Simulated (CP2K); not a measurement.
Consider vinylpyrazine at its PBE geometry (Å).

```xyz
14

C    -2.6752   -0.3067   -0.2087
C    -1.6514    0.1343    0.5407
C    -0.2182    0.0907    0.2195
C     0.3144   -0.4473   -0.9725
N     1.6259   -0.4768   -1.2401
C     2.4286    0.0457   -0.2940
C     1.9194    0.5819    0.8911
N     0.6073    0.6114    1.1592
H    -2.5442   -0.7682   -1.1876
H    -3.6986   -0.2148    0.1533
H    -1.8526    0.5850    1.5153
H    -0.3409   -0.8673   -1.7389
H     3.5027    0.0337   -0.4902
H     2.5830    0.9985    1.6530
```

Method: CP2K XAS_TDP, all-electron GAPW, PBEh(45%), aug-cc-pVDZ, TDA, no relativity.

Where do the C K-edge lines lie, and how strong are they?

Leading lines: C1 280.48 eV, C2 280.88 eV, C3 281.74 eV, C4 281.46 eV, C6 281.50 eV and C7 281.63 eV. The leading line of an atom is its first one with 35 % of the strongest within 2.5 eV of its lowest line over the strength cut. 

The first six lines of each atom with a strength over 0.0015:

```tsv
atom	energy (eV)	states	strength, one atom
C1 (bonded to C and 2 H)	280.48	1	0.0485
	284.37	1	0.0059
	284.81	1	0.0194
	285.32	1	0.0035
	285.98	1	0.0065
	286.32	1	0.0021
C2 (bonded to 2 C and H)	280.88	1	0.0415
	283.38	1	0.0039
	284.46	1	0.0126
	284.73	1	0.0112
	285.35	1	0.0030
	286.44	1	0.0042
C3 (bonded to 2 C and N)	281.74	1	0.0474
	285.72	1	0.0126
	287.22	1	0.0020
	287.48	1	0.0015
	288.14	1	0.0043
	288.37	1	0.0022
C4 (bonded to C, N and H)	281.46	1	0.0529
	285.55	1	0.0122
	286.42	1	0.0031
	287.13	1	0.0037
	287.26	1	0.0016
	287.38	1	0.0016
C6 (bonded to C, N and H)	281.50	1	0.0508
	283.28	1	0.0020
	285.33	1	0.0124
	286.25	1	0.0070
	286.43	1	0.0025
	286.97	1	0.0022
C7 (bonded to C, N and H)	281.63	1	0.0523
	283.13	1	0.0021
	285.35	1	0.0127
	286.26	1	0.0061
	286.45	1	0.0030
	286.97	1	0.0028
```

Lines are vertical, at one geometry, with no vibrational structure. Without a correction of the core level, line positions, and the gaps between valence and Rydberg lines, follow the share of exact exchange. At this level such K lines come out 3 to 6 eV under measured ones. These values hold no scalar relativity, about 0.1 eV for C 1s. Rydberg lines, and the discretised continuum above threshold, depend on the basis and the box.

[Banner, clock and machine lines of the logs are left out without a mark of their own.]

[Logs are printed without paths, hosts, clocks, repeated set-up lines and the standing remarks that a program may print on its own settings, such as how far it seeks lower states.]

[Hosts, paths, dates, database ids (printed as entryN), source tags and the programs' standing remarks are cut or masked in the printed files.]
